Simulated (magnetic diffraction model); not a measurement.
# MnSi₃ below its ordering temperature

Space group Cmce (no. 64), a = 14.6350 Å, b = 5.3270 Å, c = 5.4190 Å.

| site | atom | x | y | z |
| --- | --- | --- | --- | --- |
| 8d | Mn | 0.0840 | 0 | 1/2 |
| 16g | Si | 0.1644 | 0.1885 | 0.8108 |
| 8f | Si | 0 | 0.8375 | 0.8336 |

This is a made-up structure (elements placed in a structure type, unrelaxed), so the numbers test the method and describe no known phase.

Only Mn is taken to order (form factors of Mn2+); orders and moment sizes are assumed, and not adapted to the symmetry. Radiation: neutrons of λ = 2.567 Å, 8° to 80°; isotropic B of 0.75 Å² (Mn) and 0.95 Å² (Si). Simulated constant-wavelength pattern: nuclear and magnetic terms add, the magnetic one as |2.695 fm × Σ f S⊥ exp(2πi Q·r) exp(−B s²)|², summed over all Q at one angle with the factor 1/(sin²θ cos θ). For collinear order S is the moment m, which repeats by lattice and centring translations R with the sign exp(−2πi k·R). Free-ion form factors, Sears's scattering lengths of 1992, no absorption; a label names one of the reflections at its angle. The strongest nuclear line in the range is 100, and lines under 0.2 are left out.

Above the ordering temperature:

```
2θ (°)    index      I
 20.20  (2 0 0)    8.5
 40.86  (1 1 1)   79.7
 41.07  (4 0 0)    1.9
 56.55  (0 0 2)   64.5
 57.62  (0 2 0)   60.1
 60.68  (2 0 2)    0.9
 61.70  (2 2 0)    0.7
 63.50  (6 0 0)  100.0
 64.95  (0 2 1)    3.5
 67.22  (5 1 1)    4.0
 68.79  (2 2 1)   44.7
 72.24  (4 0 2)    6.3
 72.74  (3 1 2)   87.4
 73.17  (4 2 0)    6.8
 79.79  (4 2 1)   41.5
```

Below it (cell unchanged):

```tsv
2θ (°)	I
13.60	250.2
20.20	8.5
24.44	34.7
32.81	29.4
40.86	79.7
41.07	1.9
41.62	20.0
43.46	9.4
46.68	7.2
51.97	22.8
56.55	64.5
57.62	60.1
59.50	0.8
59.91	3.8
60.68	0.9
61.70	0.7
61.88	15.8
63.50	100.0
63.51	1.0
64.95	3.5
65.28	11.2
67.22	4.0
68.79	44.7
72.24	6.3
72.62	4.0
72.74	87.4
73.17	6.8
73.55	2.7
74.85	1.4
75.71	9.2
76.28	1.7
77.20	1.3
78.83	6.2
79.79	41.5
```

**Question.** Find the propagation vector, then choose among these models:
A. collinear moments along [010], 3.22 μB on Mn; signs + at (0.0840, 0, 1/2), + at (0.0840, 1/2, 0), + at (0.4160, 1/2, 1/2), + at (0.4160, 0, 0)
B. collinear moments along [101], 3.22 μB on Mn; signs + at (0.0840, 0, 1/2), − at (0.0840, 1/2, 0), + at (0.4160, 1/2, 1/2), − at (0.4160, 0, 0)
C. collinear moments along [010], 3.22 μB on Mn; signs + at (0.0840, 0, 1/2), − at (0.0840, 1/2, 0), + at (0.4160, 1/2, 1/2), − at (0.4160, 0, 0)
D. collinear moments along [101], 3.22 μB on Mn; signs + at (0.0840, 0, 1/2), + at (0.0840, 1/2, 0), + at (0.4160, 1/2, 1/2), + at (0.4160, 0, 0)

The new lines index as (0 0 1/2) at 13.60°, (2 0 1/2) at 24.44°, (1 1 1/2) at 32.81° and (0 0 3/2) at 41.62°, that is as H ± k with k = (0 0 3/2). Half indices mean that the moments reverse under translations with k·R a half-integer, and the magnetic cell has twice the primitive volume.

Magnetic intensity, observed (below minus above) and for each model:

| 2θ (°) | index | observed | A | B | C | D |
| --- | --- | --- | --- | --- | --- | --- |
| 13.60 | (0 0 1/2) | 250.2 | 250.2 | 220.1 | 250.2 | 220.1 |
| 24.44 | (2 0 1/2) | 34.7 | 34.7 | 12.4 | 34.7 | 12.4 |
| 32.81 | (1 1 1/2) | 29.4 | 29.4 | 96.5 | 29.4 | 96.5 |
| 43.46 | (4 0 -1/2) | 9.4 | 9.4 | 1.9 | 9.4 | 1.9 |
| 51.97 | (1 1 3/2) | 22.8 | 22.8 | 29.0 | 22.8 | 29.0 |
| 59.50 | (0 2 1/2) | 0.8 | 0.8 | 14.7 | 0.8 | 14.7 |
| 61.88 | (5 1 1/2) | 15.8 | 15.8 | 7.2 | 15.8 | 7.2 |
| 65.28 | (6 0 1/2) | 11.2 | 11.2 | 1.8 | 11.2 | 1.8 |

Models A and C match alike on every line, so these data can't choose among them (such ties are often domains of one structure).

The structure used: k = (0 0 3/2), collinear moments along [010], 3.22 μB on Mn; signs + at (0.0840, 0, 1/2), − at (0.0840, 1/2, 0), + at (0.4160, 1/2, 1/2), − at (0.4160, 0, 0).

[Logs are printed without paths, hosts, clocks, repeated set-up lines and the standing remarks that a program may print on its own settings, such as how far it seeks lower states.]
